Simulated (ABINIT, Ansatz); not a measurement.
**H6PbCBr3N (Pm): G0W0 with ABINIT, start to end**

How does a plane-wave GW calculation on H6PbCBr3N (Pm) run from the first input to the gap?

Calculated with ABINIT 10.8.3; PBEsol and many-body steps on it, plane waves.

Report form: the programs' logs are mostly left out.

### 1. The starting structure

It takes space group Pm (No. 6, monoclinic). The conventional cell has a = 6.039 Å, b = 6.060 Å, c = 6.128 Å, α = 90.00°, β = 90.07°, γ = 90.00°. Nearest to H lie 1 N at 1.04 Å. H has 1 C at 1.09 Å nearest. H has 1 C at 1.10 Å nearest. Nearest to Pb lie 6 Br at 2.98 to 3.11 Å. C has 3 H at 1.09 to 1.10 Å and 1 N at 1.49 Å nearest. Farther neighbours and most contacts between anions are not listed.

The cell and positions are those that the Materials Project relaxed with its own functionals (PBE, PBE+U or r2SCAN), kept fixed. Spin-orbit coupling is left out unless a step names it.

### 2. Ground state

This step: ABINIT 10.8.3; DFT, PBEsol, plane waves, norm-conserving pseudopotentials.

The ground-state density comes first.

File run.abi:

```
acell 3*1.0 Angstrom
rprim 
  6.038531000000 -0.000000000000 -0.000000000000
  -0.000000000000 6.059680000000 0.000000000000
  -0.007679000000 0.000000000000 6.128174000000
ntypat 5
znucl 1 82 6 35 7
natom 12
typat 1 1 1 1 1 1 2 3 4 4 4 5
xred 
  0.218258000000 0.862101000000 0.968190000000
  0.177786000000 -0.000000000000 0.198636000000
  0.825095000000 0.851944000000 0.061619000000
  0.869341000000 -0.000000000000 0.811715000000
  0.825095000000 0.148056000000 0.061619000000
  0.218258000000 0.137899000000 0.968190000000
  0.475266000000 0.500000000000 0.477994000000
  0.897311000000 -0.000000000000 0.988520000000
  0.430028000000 0.500000000000 0.972748000000
  0.434852000000 -0.000000000000 0.512708000000
  0.966538000000 0.500000000000 0.440736000000
  0.140606000000 -0.000000000000 0.032465000000
pp_dirpath "pseudos"
pseudos "H.upf, Pb.upf, C.upf, Br.upf, N.upf"
ecut 37
ngkpt 4 4 4
nshiftk 1
shiftk 0 0 0
kptopt 1
chksymbreak 0
nband 54
occopt 1
tolvrs 1e-10
nstep 60
prtwf 0
optforces 0
optstress 0
indata_prefix "in"
outdata_prefix "out"
tmpdata_prefix "tmp"
```

On the command line:

```console
> OMP_NUM_THREADS=1 mpirun -n 16 abinit run.abi > log
```

Elapsed: 1.9 min, on 16 MPI ranks of Intel Xeon 6975P-C (Granite Rapids), shared host; peak memory 2.8 GiB.

This step gave:

```yaml
total_energy: -17291.7200 eV
gap: 2.005 eV
k_of_the_valence_top: 0.5, 0.5, 0.5
k_of_the_conduction_bottom: 0.5, 0.5, 0.5
least_direct_gap: 2.005 eV
```

The gap is direct, at (0.500, 0.500, 0.500).

### 3. Bands along the symmetry lines

Levels along a band path, at the cheap level, show where the edges lie and whether the meshes to come will hold them.

run.abi, as its differences from that of step 2:

```diff
@@ -25,14 +25,55 @@
 ecut 37
-ngkpt 4 4 4
-nshiftk 1
-shiftk 0 0 0
-kptopt 1
-chksymbreak 0
-nband 54
-occopt 1
-tolvrs 1e-10
-nstep 60
+iscf -2
+irdden 1
+kptopt 0
+nkpt 41
+kpt 
+  0.00000000 0.00000000 0.00000000
+  0.00000000 0.12500000 0.00000000
+  0.00000000 0.25000000 0.00000000
+  0.00000000 0.37500000 0.00000000
+  0.00000000 0.50000000 0.00000000
+  0.00000000 0.50000000 0.12500000
+  0.00000000 0.50000000 0.25000000
+  0.00000000 0.50000000 0.37500000
+  0.00000000 0.50000000 0.50000000
+  0.00000000 0.37500000 0.50000000
+  0.00000000 0.25000000 0.50000000
+  0.00000000 0.12500000 0.50000000
+  0.00000000 0.00000000 0.50000000
+  0.00000000 0.00000000 0.37500000
+  0.00000000 0.00000000 0.25000000
+  0.00000000 0.00000000 0.12500000
+  0.00000000 0.00000000 0.00000000
+  -0.12500000 0.00000000 0.12500000
+  -0.25000000 0.00000000 0.25000000
+  -0.37500000 0.00000000 0.37500000
+  -0.50000000 0.00000000 0.50000000
+  -0.50000000 0.12500000 0.50000000
+  -0.50000000 0.25000000 0.50000000
+  -0.50000000 0.37500000 0.50000000
+  -0.50000000 0.50000000 0.50000000
+  -0.37500000 0.50000000 0.37500000
+  -0.25000000 0.50000000 0.25000000
+  -0.12500000 0.50000000 0.12500000
+  0.00000000 0.50000000 0.00000000
+  -0.12500000 0.50000000 0.00000000
+  -0.25000000 0.50000000 0.00000000
+  -0.37500000 0.50000000 0.00000000
+  -0.50000000 0.50000000 0.00000000
+  -0.50000000 0.37500000 0.00000000
+  -0.50000000 0.25000000 0.00000000
+  -0.50000000 0.12500000 0.00000000
+  -0.50000000 0.00000000 0.00000000
+  -0.37500000 0.00000000 0.00000000
+  -0.25000000 0.00000000 0.00000000
+  -0.12500000 0.00000000 0.00000000
+  0.00000000 0.00000000 0.00000000
+istwfk *1
+nband 51
+nbdbuf 2
+tolwfr 1e-08
+nstep 40
 prtwf 0
-optforces 0
-optstress 0
+prtvol 0
 indata_prefix "in"
```

The job ended after 69 s (16 MPI ranks; peak memory 2.2 GiB).

This step gave:

| Item | Value |
| --- | --- |
| gap | 2.005 eV |
| k of the valence top | -0.5, 0.5, 0.5 |
| k of the conduction bottom | -0.5, 0.5, 0.5 |
| least direct gap | 2.005 eV |

The gap is 2.005 eV, as in the run before at this level.

The electronic bands at the labelled points (eV, zero at the top of the highest filled band):

```
  point  band 41  band 42  band 43  band 44  band 45  band 46  band 47  band 48
      Γ    -1.44    -1.33    -1.03    -1.01     4.06     5.17     5.25     5.75
halfway    -1.43    -1.35    -1.07    -1.01     4.06     4.57     5.00     5.65
      Z    -1.32    -1.24    -1.06    -0.98     2.83     4.89     5.41     5.48
halfway    -1.43    -1.21    -1.14    -0.84     2.64     3.70     5.24     5.61
      D    -1.35    -1.25    -1.18    -0.59     2.41     2.46     5.14     5.68
halfway    -1.39    -1.32    -1.11    -0.86     2.55     3.84     5.25     5.58
      B    -1.35    -1.28    -1.04    -0.99     2.75     5.10     5.22     5.45
halfway    -1.49    -1.30    -1.04    -1.03     3.97     4.51     5.17     5.65
      Γ    -1.44    -1.33    -1.03    -1.01     4.06     5.17     5.25     5.75
halfway    -1.50    -1.22    -1.11    -0.94     3.63     4.35     4.90     4.99
      A    -1.49    -1.21    -0.81    -0.39     2.38     2.55     4.80     5.27
halfway    -1.34    -0.99    -0.81    -0.30     2.17     2.33     3.58     5.50
      E    -1.25    -0.81    -0.81     0.00     2.00     2.02     2.23     5.29
halfway    -1.40    -1.02    -1.00    -0.73     2.43     3.35     4.13     5.61
      Z    -1.32    -1.24    -1.06    -0.98     2.83     4.89     5.41     5.48
halfway    -1.40    -1.12    -1.00    -0.84     2.62     3.99     4.88     5.54
     C2    -1.50    -1.21    -0.81    -0.30     2.41     2.53     4.74     5.44
halfway    -1.44    -1.20    -0.95    -0.61     2.66     3.77     4.77     4.99
     Y2    -1.39    -1.18    -1.15    -0.71     2.86     4.31     4.98     5.06
halfway    -1.43    -1.25    -1.11    -1.07     4.09     4.50     5.09     5.11
      Γ    -1.44    -1.33    -1.03    -1.01     4.06     5.17     5.25     5.75
```

### 4. Empty states on the mesh, 2×2×2 mesh, 607 bands

The sums over transitions need many empty states on a uniform mesh; this step solves for them.

File run.abi:

```
acell 3*1.0 Angstrom
rprim 
  6.038531000000 -0.000000000000 -0.000000000000
  -0.000000000000 6.059680000000 0.000000000000
  -0.007679000000 0.000000000000 6.128174000000
ntypat 5
znucl 1 82 6 35 7
natom 12
typat 1 1 1 1 1 1 2 3 4 4 4 5
xred 
  0.218258000000 0.862101000000 0.968190000000
  0.177786000000 -0.000000000000 0.198636000000
  0.825095000000 0.851944000000 0.061619000000
  0.869341000000 -0.000000000000 0.811715000000
  0.825095000000 0.148056000000 0.061619000000
  0.218258000000 0.137899000000 0.968190000000
  0.475266000000 0.500000000000 0.477994000000
  0.897311000000 -0.000000000000 0.988520000000
  0.430028000000 0.500000000000 0.972748000000
  0.434852000000 -0.000000000000 0.512708000000
  0.966538000000 0.500000000000 0.440736000000
  0.140606000000 -0.000000000000 0.032465000000
pp_dirpath "pseudos"
pseudos "H.upf, Pb.upf, C.upf, Br.upf, N.upf"
ecut 37
ngkpt 2 2 2
nshiftk 1
shiftk 0 0 0
kptopt 1
chksymbreak 0
iscf -2
irdden 1
istwfk *1
nband 607
nbdbuf 54
tolwfr 1e-09
nstep 60
prtvol 0
indata_prefix "in"
outdata_prefix "out"
tmpdata_prefix "tmp"
```

Wall time 23 min (16 MPI ranks); peak memory 3 GiB.

This step gave:

| Quantity | Value |
| --- | --- |
| gap | 2.005 eV |
| k of the valence top | 0.5, 0.5, 0.5 |
| k of the conduction bottom | 0.5, 0.5, 0.5 |
| least direct gap | 2.005 eV |
| k points computed | 8 |
| lowest point of the top converged band, above the valence top | 95.0434 eV |

On this mesh the gap is 2.005 eV.

### 5. Screening, 2×2×2 mesh, 553 bands, screening to 176.9 eV

The RPA dielectric matrix is built and inverted for each q.

This step: RPA screening on PBEsol, plane waves, norm-conserving pseudopotentials.

run.abi, as its differences from that of step 4:

```diff
@@ -30,10 +30,11 @@
 chksymbreak 0
-iscf -2
-irdden 1
 istwfk *1
-nband 607
-nbdbuf 54
-tolwfr 1e-09
-nstep 60
-prtvol 0
+occopt 1
+irdwfk 1
+optdriver 3
+nband 553
+ecuteps 6.5
+inclvkb 2
+awtr 1
+symchi 1
 indata_prefix "in"
```

The job ended after 9.4 min (16 MPI ranks; peak memory 21 GiB; 2.5 h of CPU time).

This step gave:

```yaml
eps_infinity_with_local_fields_on_this_mesh_along_the_program_s_q_direction: 6.444
the_same_without_local_fields: 7.364
plasma_frequency: 23.26 eV
plane_waves_in_the_screening_matrix: 1213
```

Local fields lower ε∞ by 12 %. On a Γ-centred mesh this coarse the value itself is usually too large, while a short band sum pulls it down.

### 6. Self-energy, 2×2×2 mesh, 553 bands, screening to 176.9 eV

The self-energy is evaluated for the states that the input lists, and the levels follow from it, in one-shot runs by the linearised quasiparticle equation.

This step: G0W0 on PBEsol, plane waves, norm-conserving pseudopotentials.

run.abi, as its differences from that of step 5:

```diff
@@ -33,8 +33,17 @@
 irdwfk 1
-optdriver 3
+optdriver 4
 nband 553
+gwcalctyp 0
+ecutsigx 37
+symsigma 1
+nkptgw 2
+kptgw 
+  0.5000000000 0.5000000000 0.5000000000
+  0.0000000000 0.0000000000 0.0000000000
+bdgw 
+  43 46
+  43 46
 ecuteps 6.5
-inclvkb 2
-awtr 1
-symchi 1
+irdscr 1
+ppmodel 1
 indata_prefix "in"
```

Run time: 3.9 min. Hardware: 16 MPI ranks; peak memory 21 GiB; 63 min of CPU time.

Numbers from this step:

```yaml
g0w0_gap_on_the_points_computed: 3.877 eV
starting_gap_on_the_mesh: 2.005 eV
k_of_the_valence_top: 0.5, 0.5, 0.5
k_of_the_conduction_bottom: 0.5, 0.5, 0.5
z_at_the_valence_top: 0.796
z_at_the_conduction_bottom: 0.815
least_direct_g0w0_gap_on_the_computed_points: 3.877 eV
```

The gap on the mesh goes from 2.00 eV to 3.88 eV, a correction of +1.87 eV.

Limits: finite bands, cutoff and mesh; no spin-orbit coupling; coarse k mesh. v1 is the top filled band, c1 the lowest empty one. The levels before and after the correction (eV, zero at the valence-band top of each column):

```
           conduction bottom  valence top
Kohn-Sham               2.00         0.00
     G0W0               3.88         0.00
```

```
                      level  energy (eV)
Kohn-Sham  (0.5 0.5 0.5) v2       -0.811
Kohn-Sham  (0.5 0.5 0.5) v1        0.000
Kohn-Sham  (0.5 0.5 0.5) c1        2.005
Kohn-Sham  (0.5 0.5 0.5) c2        2.017
     G0W0  (0.5 0.5 0.5) v2       -1.324
     G0W0  (0.5 0.5 0.5) v1        0.000
     G0W0  (0.5 0.5 0.5) c1        3.877
     G0W0  (0.5 0.5 0.5) c2        3.913
```

### 7. Where the time went

Times are wall times on 16 MPI ranks of Intel Xeon 6975P-C (Granite Rapids), shared host, good to a factor of about two.

```
                          step     time  share  memory (GiB)
                  ground state  1.9 min    5 %           2.8
bands along the symmetry lines     69 s    3 %           2.2
      empty states on the mesh   23 min   58 %           3.0
                     screening  9.4 min   24 %            21
                   self-energy  3.9 min   10 %            21
```

### 8. Summary of results

| Property | Result |
| --- | --- |
| PBEsol gap | 2.00 eV, direct |
| G0W0 gap on the mesh | 3.88 eV |
| GW settings | 2×2×2 mesh, 553 bands, screening to 176.9 eV, Godby-Needs plasmon pole |
| known limits | not at the basis limit; no spin-orbit coupling; coarse k mesh |

**Reading.** G0W0 moves the gap on the mesh from 2.00 eV to 3.88 eV (+1.87 eV), with Z of 0.80 and 0.81 at the edges. Local fields lower the RPA ε∞ on this mesh from 7.36 to 6.44; a Γ-centred mesh this coarse tends to raise both, most where the direct gap is narrow, while a short band sum lowers them. Only 2 of the mesh's irreducible points were corrected, so a valley elsewhere could overtake. The dearest step here is «empty states on the mesh». Bands and cutoff are finite, so the gap is not at the basis limit. The miss can reach some tenths of an eV and take either sign; the mesh is an error of its own. In the G0W0 run levels were corrected at 2 k points alone, so a gap called «on the mesh» is the least over those, and an edge elsewhere would be missed. The 2×2×2 mesh is coarse for this cell, which bears on the long-range parts of exchange and screening. Where an edge is built on 6p states of lead, bismuth or thallium, scalar-relativistic gaps usually stand too wide, by a few tenths to over one eV. The many-body steps are scalar-relativistic: spin-orbit coupling is not in them.

[Paths, hosts, dates, memory and timing lines, banners, echoed tables and standing remarks are left out of the program output.]

[Logs are printed without paths, hosts, clocks, repeated set-up lines and the standing remarks that a program may print on its own settings, such as how far it seeks lower states.]

[Runs of the session that timed out or met a known fault of the program may be left out.]

[Hosts, paths, dates, database ids (printed as entryN), source tags and the programs' standing remarks are cut or masked in the printed files.]

[G0W0 gaps are taken among the corrected bands and points alone; a level outside them can change the order at an edge.]

[Where Ansatz stands beside ABINIT at settings called matched, ABINIT's density can come from a denser mesh and the files from another edition; pairs whose starting gaps differed by over 0.03 eV were left out, so agreement reads better than it is.]
